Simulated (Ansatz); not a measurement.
# W(100) with 4 thermally displaced layers, 2x2: scattering by thermal displacements

Wanted: the phonon-limited resistivity of W at 800 K by the Landauer route.

Main program and level: Ansatz 0.2.0; Ansatz plane-wave DFT, PBE, PAW files; ballistic transport by layer matching (Landauer), zero bias; PAW set soft_1.

This is a report of a sequence of runs, with most program output left out.

**1. The starting structure**

The cell holds 56 atoms: 56 W. Its edges and angles: a = 6.330 Å, b = 6.330 Å, c = 22.154 Å, α = 90.0°, β = 90.0°, γ = 90.0°. It derives from W. Regions: lead, 40 atoms (40 W); scattering region, 16 atoms (16 W). The structure is stacked along c, and the current runs across the ab planes.

**2. With 4 displaced layers**

Each atom of 4 layers is moved at random, by amounts drawn from a normal law 0.0631 Å wide in each direction from the Debye model (400 K) at 800 K. The layers about the cell's end stay perfect and serve as the lead. Disorder leaves little or no symmetry, which makes such runs dear. Energies from -0.05 to 0.05 eV in steps of 0.05 eV are too few for the program's thermal sum, so it prints no conductance; for a metal the transmission near the Fermi level serves, at a fraction of the cost.

input.yaml reads:

```yaml
crystal:
  lattice:
    - [6.3296, 0.0, 0.0]
    - [0.0, 6.3296, 0.0]
    - [0.0, 0.0, 22.1536]
  atoms:
    - { symbol: W, position: [0.0, 0.0, 0.0357142857] }
    - { symbol: W, position: [0.0, 0.5, 0.0357142857] }
    - { symbol: W, position: [0.5, 0.0, 0.0357142857] }
    - { symbol: W, position: [0.5, 0.5, 0.0357142857] }
    - { symbol: W, position: [0.25, 0.25, 0.1071428571] }
    - { symbol: W, position: [0.25, 0.75, 0.1071428571] }
    - { symbol: W, position: [0.75, 0.25, 0.1071428571] }
    - { symbol: W, position: [0.75, 0.75, 0.1071428571] }
[... 44 atom lines left out ...]
    - { symbol: W, position: [0.25, 0.25, 0.9642857143] }
    - { symbol: W, position: [0.25, 0.75, 0.9642857143] }
    - { symbol: W, position: [0.75, 0.25, 0.9642857143] }
    - { symbol: W, position: [0.75, 0.75, 0.9642857143] }
kpoints:
  mp_grid: { grid: [4, 4, 1] }
hamiltonian:
  xc: pbe
  pseudopotentials: { kind: paw, azcp: { folder: soft_1 } }
scf:
  occupations: { method: fermi_dirac, width: 0.1 }
output:
  transmission: { leads: [[0, 4]], kmesh: [8, 8], e_range: [-0.05, 0.05], de: 0.05 }
  write_potential: true
  write_density: true
  volumetric_format: npy
  elf: true
```

Launch:

```bash
ansatz run input.yaml --threads 4 --pin off --max-ram 15360MiB --backend cpu --events-out ev --progress --plain --runs-dir out
```

Wall time 14 min (4 threads of Arm Neoverse V2, shared host); peak memory 7.8 GiB; 48 min of CPU time.

This step gave:

| Property | Result |
| --- | --- |
| free energy | -581610.4034 eV |
| energy at zero smearing | -581609.9161 eV |
| Fermi energy | 22.47 eV |
| cell area | 40.06 Å² |
| transmission per spin nearest the Fermi level | 4.833 |
| open channels per spin nearest the Fermi level | 5.656 |
| step of the lead's potential | 3.9 meV |

Per spin. Transmission, zone mean against energy, zero at the Fermi level:

| energy (eV) | transmission, zone mean |
| --- | --- |
| -0.0500 | 4.49 |
| 0.0000 | 4.83 |
| 0.0500 | 4.82 |

Per spin. Open channels, zone mean, lead against energy, zero at the Fermi level:

| energy (eV) | open channels, zone mean, lead |
| --- | --- |
| -0.0500 | 5.28 |
| 0.0000 | 5.66 |
| 0.0500 | 5.53 |

Transmission over k1 and k2. At 0.0000 eV from the Fermi level.

Ten even steps from '_' (0.0) to '@' (13.2):
```
..__::::==::::__
..::..==++==..::
::::==##@@%%==::
++==++@@@@@@++==
::::==%%@@##==::
..::..==++==..::
..__::::==::::__
__....::==::....
```
Columns: k1 (b1) from -0.5 to 0.375; rows upwards: k2 (b2) from -0.5 to 0.375.

Open channels over k1 and k2. At 0.0000 eV from the Fermi level.

Ten even steps from '0' (0.0) to '9' (14.0):
```
10225220
12157512
22599952
55799975
22599952
12157512
10225220
01125211
```
Columns: k1 (b1) from -0.5 to 0.375; rows upwards: k2 (b2) from -0.5 to 0.375.

Valence density in the ca plane at fractional y = 0.000, with atoms of W within 0.2 Å of it. It is the smooth field of the valence electrons, not physical close to the nuclei.

Values in e/Å³, 9 rows by 16 columns, each cell a mean:
```
2.4 2.9 0.3 1.7 3.5 0.4 1.5 4.5 0.6 0.6 3.9 1.0 0.4 3.6 1.7 0.3
0.4 0.4 0.3 0.4 0.5 0.3 0.4 0.8 0.3 0.3 0.5 0.3 0.3 0.5 0.4 0.3
0.3 0.3 0.3 0.3 0.3 0.3 0.3 0.4 0.3 0.3 0.4 0.3 0.3 0.3 0.3 0.3
1.8 2.2 0.3 1.3 2.7 0.4 0.7 3.0 0.6 0.5 3.3 1.0 0.4 2.7 1.2 0.3
3.3 4.0 0.3 2.5 4.8 0.5 1.3 5.4 0.9 0.7 5.1 1.6 0.5 4.8 2.4 0.3
1.1 1.3 0.3 0.8 1.5 0.3 0.5 1.7 0.4 0.4 1.4 0.5 0.3 1.5 0.8 0.3
0.3 0.3 0.3 0.3 0.3 0.3 0.3 0.3 0.3 0.3 0.3 0.3 0.3 0.3 0.3 0.3
0.7 0.8 0.3 0.5 0.9 0.3 0.4 0.6 0.3 0.4 1.0 0.4 0.3 0.9 0.5 0.3
3.0 3.6 0.3 2.2 4.4 0.4 1.4 4.3 0.5 0.8 4.9 1.4 0.4 4.4 2.1 0.3
```
Columns run along c (16.0 Å, from fractional 0.14 to 0.86 of the cell), rows up along a (6.3 Å). Atoms in or near the plane, at fractional coordinates: W at (0.18, 0.00), W at (0.18, 0.50), W at (0.32, 0.00), W at (0.32, 0.50), W at (0.46, 0.98), W at (0.47, 0.50), W at (0.61, 0.00), W at (0.61, 0.51), W at (0.75, 0.00), W at (0.75, 0.50).

ELF in the ca plane at fractional y = 0.000, with atoms of W within 0.2 Å of it. It is the smooth field of the valence electrons, not physical close to the nuclei.

Ten even steps from '0' (0.15) to '9' (0.66), each cell a mean:
```
29679124149587133185294142197693141395781240
25775256326873265259982365247752464268742563
41012466531012566422223566421014666410124665
65335655664235655652236655653356555643356556
64335655664236655664346655652246655642356556
41112466531012566531113566421123666311124665
26885256327874255237773365258872364268842563
29669124149487134069595143186494141395781240
39239113058067023067076032195294040481481230
28998135239996145159994254169982252399971451
22332366423332466423332566312222565223323664
53113565652124655641025665541135656521146656
65446655665456644664457655664466545654466556
53113566652024655542136666631125656521135656
22442366423432466421113566324432565234323664
28998135239896144159982353189982252399971451
39239113058067022186393041193183040481481230
```
Columns run along c (16.0 Å, from fractional 0.14 to 0.86 of the cell), rows up along a (6.3 Å). Atoms in or near the plane, at fractional coordinates: W at (0.18, 0.00), W at (0.18, 0.50), W at (0.32, 0.00), W at (0.32, 0.50), W at (0.46, 0.98), W at (0.47, 0.50), W at (0.61, 0.00), W at (0.61, 0.51), W at (0.75, 0.00), W at (0.75, 0.50).

Electrostatic potential energy in the ca plane at fractional y = 0.000, with atoms of W within 0.2 Å of it. With pseudopotentials it is smooth inside the atoms' cores, unlike the true potential.

Ten even steps from '0' (-24 eV) to '9' (23 eV), each cell a mean:
```
50001699830002799610003899610005898400016998
73114899962125899730016999841137999731148999
98678999997678999975568999987789999986789999
99999999999999999999899999999999999999999999
99999999999999999999999999999999999999999999
98668999997678999987678999986578999976689999
73114899962125899852126999841026999731148999
50001699830002799720003799610004898400016998
40000599830001699720002799600003898300006997
61002799851003799840004899730026999510027998
86446899985347999975357999975568999864479999
99889999999889999998889999999999999998899999
99999999999999999999999999999999999999999999
99889999998889999999999999998899999998899999
86446899985347999976578999864358999853469999
61002799851003799841026999720016999510027998
40000599720001699610004899500004898300006997
```
Columns run along c (16.0 Å, from fractional 0.14 to 0.86 of the cell; values clipped at the 3rd and 97th percentile), rows up along a (6.3 Å). Atoms in or near the plane, at fractional coordinates: W at (0.18, 0.00), W at (0.18, 0.50), W at (0.32, 0.00), W at (0.32, 0.50), W at (0.46, 0.98), W at (0.47, 0.50), W at (0.61, 0.00), W at (0.61, 0.51), W at (0.75, 0.00), W at (0.75, 0.50).

Over the solved energies the transmission per spin lies between 4.49 and 4.83, out of 5.49 channels of the lead on average (up to 5.66).

**3. With 8 displaced layers**

Each atom of 8 layers is moved at random, by amounts drawn from a normal law 0.0631 Å wide in each direction from the Debye model (400 K) at 800 K. A fresh draw is used; the growth of the resistance with length is what counts.

System of this step: W(100) with 8 thermally displaced layers, 2x2. The cell holds 72 atoms: 72 W. Its edges and angles: a = 6.330 Å, b = 6.330 Å, c = 28.483 Å, α = 90.0°, β = 90.0°, γ = 90.0°. It derives from W. Regions: lead, 40 atoms (40 W); scattering region, 32 atoms (32 W). The structure is stacked along c, and the current runs across the ab planes.

input.yaml reads:

```yaml
crystal:
  lattice:
    - [6.3296, 0.0, 0.0]
    - [0.0, 6.3296, 0.0]
    - [0.0, 0.0, 28.4832]
  atoms:
    - { symbol: W, position: [0.0, 0.0, 0.0277777778] }
    - { symbol: W, position: [0.0, 0.5, 0.0277777778] }
    - { symbol: W, position: [0.5, 0.0, 0.0277777778] }
    - { symbol: W, position: [0.5, 0.5, 0.0277777778] }
    - { symbol: W, position: [0.25, 0.25, 0.0833333333] }
    - { symbol: W, position: [0.25, 0.75, 0.0833333333] }
    - { symbol: W, position: [0.75, 0.25, 0.0833333333] }
    - { symbol: W, position: [0.75, 0.75, 0.0833333333] }
[... 60 atom lines left out ...]
    - { symbol: W, position: [0.25, 0.25, 0.9722222222] }
    - { symbol: W, position: [0.25, 0.75, 0.9722222222] }
    - { symbol: W, position: [0.75, 0.25, 0.9722222222] }
    - { symbol: W, position: [0.75, 0.75, 0.9722222222] }
kpoints:
  mp_grid: { grid: [4, 4, 1] }
hamiltonian:
  xc: pbe
  pseudopotentials: { kind: paw, azcp: { folder: soft_1 } }
scf:
  occupations: { method: fermi_dirac, width: 0.1 }
output:
  transmission: { leads: [[0, 4]], kmesh: [8, 8], e_range: [-0.05, 0.05], de: 0.05 }
  write_potential: true
  write_density: true
  volumetric_format: npy
```

It took 21 min on 4 threads; peak memory 8.1 GiB.

This step gave:

```yaml
free_energy: -747783.5448 eV
energy_at_zero_smearing: -747782.9342 eV
fermi_energy: 22.41 eV
transmission_per_spin_nearest_the_fermi_level: 3.948
open_channels_per_spin_nearest_the_fermi_level: 5.281
step_of_the_lead_s_potential: 7.2 meV
```

Per spin. The transmission, zone mean by energy, zero at the Fermi level:

| energy (eV) | transmission, zone mean |
| --- | --- |
| -0.0500 | 3.78 |
| 0.0000 | 3.95 |
| 0.0500 | 4.18 |

Over the solved energies the transmission per spin lies between 3.78 and 4.18, out of 5.20 channels of the lead on average (up to 5.66).

**4. With 12 displaced layers**

Each atom of 12 layers is moved at random, by amounts drawn from a normal law 0.0631 Å wide in each direction from the Debye model (400 K) at 800 K. A fresh draw is used; the growth of the resistance with length is what counts.

System of this step: W(100) with 12 thermally displaced layers, 2x2. The cell holds 88 atoms: 88 W. Its edges and angles: a = 6.330 Å, b = 6.330 Å, c = 34.813 Å, α = 90.0°, β = 90.0°, γ = 90.0°. It derives from W. Regions: lead, 40 atoms (40 W); scattering region, 48 atoms (48 W). The structure is stacked along c, and the current runs across the ab planes.

input.yaml reads:

```yaml
crystal:
  lattice:
    - [6.3296, 0.0, 0.0]
    - [0.0, 6.3296, 0.0]
    - [0.0, 0.0, 34.8128]
  atoms:
    - { symbol: W, position: [0.0, 0.0, 0.0227272727] }
    - { symbol: W, position: [0.0, 0.5, 0.0227272727] }
    - { symbol: W, position: [0.5, 0.0, 0.0227272727] }
    - { symbol: W, position: [0.5, 0.5, 0.0227272727] }
    - { symbol: W, position: [0.25, 0.25, 0.0681818182] }
    - { symbol: W, position: [0.25, 0.75, 0.0681818182] }
    - { symbol: W, position: [0.75, 0.25, 0.0681818182] }
    - { symbol: W, position: [0.75, 0.75, 0.0681818182] }
[... 76 atom lines left out ...]
    - { symbol: W, position: [0.25, 0.25, 0.9772727273] }
    - { symbol: W, position: [0.25, 0.75, 0.9772727273] }
    - { symbol: W, position: [0.75, 0.25, 0.9772727273] }
    - { symbol: W, position: [0.75, 0.75, 0.9772727273] }
kpoints:
  mp_grid: { grid: [4, 4, 1] }
hamiltonian:
  xc: pbe
  pseudopotentials: { kind: paw, azcp: { folder: soft_1 } }
scf:
  occupations: { method: fermi_dirac, width: 0.1 }
output:
  transmission: { leads: [[0, 4]], kmesh: [8, 8], e_range: [-0.05, 0.05], de: 0.05 }
  write_potential: true
  write_density: true
  volumetric_format: npy
```

Run time: 25 min. Hardware: 4 threads; peak memory 8.3 GiB; 1.6 h of CPU time.

This step gave:

```
free energy                                   : -913955.6750 eV
energy at zero smearing                       : -913954.9300 eV
transmission per spin nearest the Fermi level : 3.543
step of the lead's potential                  : 6 meV
```

Per spin. The transmission, zone mean by energy, zero at the Fermi level:

| energy (eV) | transmission, zone mean |
| --- | --- |
| -0.0500 | 3.40 |
| 0.0000 | 3.54 |
| 0.0500 | 3.70 |

Over the solved energies the transmission per spin lies between 3.40 and 3.70, out of 5.20 channels of the lead on average (up to 5.66).

**5. Resistance against length**

This step: Ansatz plane-wave DFT, PBE, PAW files; ballistic transport by layer matching (Landauer), zero bias; resistivity from the slope of the area resistance; PAW set soft_1 (Ansatz 0.2.0).

This step gave:

```yaml
resistivity: 24.29 µΩ cm
intercept: 9.87e-4 fΩ m²
scatter_about_the_fit: 3.61e-5 fΩ m²
```

Resistance, by row:

| run | length (Å) | T | channels N | RA (fΩ m²) |
| --- | --- | --- | --- | --- |
| n4 | 6.33 | 4.715 | 5.49 | 0.1548 |
| n8 | 12.66 | 3.968 | 5.198 | 0.3085 |
| n12 | 18.99 | 3.549 | 5.198 | 0.4623 |

Area resistance against length of the displaced region:

| length of the displaced region (Å) | area resistance (fΩ m²) |
| --- | --- |
| 6.33 | 0.155 |
| 12.66 | 0.308 |
| 18.99 | 0.462 |

The area resistance goes from 0.15 to 0.46 fΩ m² between 6.3 and 19.0 Å, a slope of 24 µΩ cm.

By hand from the end points: (0.4623 − 0.1548) fΩ m² / (18.99 − 6.33) Å = 24 µΩ cm, since 1 fΩ m² per Å is 1000 µΩ cm.

**6. Results**

| Quantity | Value |
| --- | --- |
| resistivity from the slope | 24.3 µΩ cm |
| area resistance over 6.33 Å | 0.155 fΩ m² |
| area resistance over 12.7 Å | 0.308 fΩ m² |
| area resistance over 19.0 Å | 0.462 fΩ m² |

What this shows: The slope gives 24 µΩ cm. The points scatter by 3.6e-5 fΩ m² about the line, with one random draw a length in a 2x2 cell, so the slope is a rough value. The mean square of the displacements drawn is 0.78, 0.91 and 1.0 of the nominal one at the three lengths; with each resistance scaled back by that, the slope is 20 µΩ cm, the value used below. The lead's own channel count moves between the runs (5.49, 5.20 and 5.20), which shifts RA and the slope too. Read with a model of isotropic scattering on a spherical Fermi surface and the lead's 1.1×10¹⁵ S/m², this slope means a mean free path near 38 Å; over these lengths the model's slope is 1.08 times its bulk resistivity, which would be 18 µΩ cm. Uncorrelated displacements put too much weight on short waves, which scatter strongly; with the sideways repeat of a small cell, one draw and three short lengths, the method is good to a factor of two or three. Spin-orbit coupling is left out, which matters for W.

[Logs are printed without paths, hosts, clocks, repeated set-up lines and the standing remarks that a program may print on its own settings, such as how far it seeks lower states.]

[Hosts, paths, dates, database ids (printed as entryN), source tags and the programs' standing remarks are cut or masked in the printed files.]
